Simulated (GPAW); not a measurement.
## C (Fd-3m): refractive index against wavelength

The refractive index of C (Fd-3m) below the direct gap (5.60 eV on the mesh) is read from one computed spectrum, n = √(Re ε).

Cell: a, b, c = 2.522, 2.522, 2.522 Å (primitive vectors), 2 atoms.

Method: GPAW 26.7.0, PBE, RPA, k-mesh 17×17×17, local fields up to 60 eV, Lorentzian half width 0.2 eV.

Launch of the response step: `OMP_NUM_THREADS=1 python df.py`. The run took 19 s, its band step included, on 1 thread of Arm Neoverse V1, with other jobs on the host.

```tsv
wavelength (nm)	photon energy E (eV)	n
700	1.771	2.4323
633	1.959	2.4390
532	2.331	2.4548
450	2.755	2.4772
405	3.061	2.4967
365	3.397	2.5217
308	4.025	?
```

In the single-oscillator model n² − 1 = E₀E_d/(E₀² − E²), so 1/(n² − 1) = E₀/E_d − E²/(E₀E_d) is linear in E².

Working, on the rows shown:

| x = E² (eV²) | y = 1/(n² − 1) |
| --- | --- |
| 3.13716 | 0.203414 |
| 3.83641 | 0.202072 |
| 5.43137 | 0.198964 |
| 7.59115 | 0.194684 |
| 9.37179 | 0.191076 |
| 11.5384 | 0.186603 |

Means: x̄ = 6.8177, ȳ = 0.19614. Σ(x − x̄)(y − ȳ) = -0.1075, Σ(x − x̄)² = 53.76. Slope = -0.1075 / 53.76 = -0.001999; intercept = ȳ − slope · x̄ = 0.20976. Turned back into n, the line misses the rows shown by at most 0.00056.

Q: Fill in the last column of the withheld row.

A: At x = 16.204 the line gives y = 0.17738, that is 2.5764. The run gave 2.5818, so the extrapolation is off by 0.0054, 4 % of the range in the table.

Refitted with all rows, the slope is -0.002053 and the intercept 0.21008. These give E₀ = √(intercept/−slope) = 10.12 eV and E_d = E₀/intercept = 48.2 eV; E₀ is 1.8 times the direct gap. The electronic limit at long wavelengths, without lattice vibrations, is n = √(1 + 1/intercept) = 2.400. Excitons are left out; PBE gaps are as a rule too small. The values come from a sum over the points of one k-mesh and carry its error, which grows as the direct gap shrinks. The local-field cutoff holds few shells of reciprocal vectors for this small cell, so ε∞ can read a few per cent high.

[Logs are printed without paths, hosts, clocks, repeated set-up lines and the standing remarks that a program may print on its own settings, such as how far it seeks lower states.]
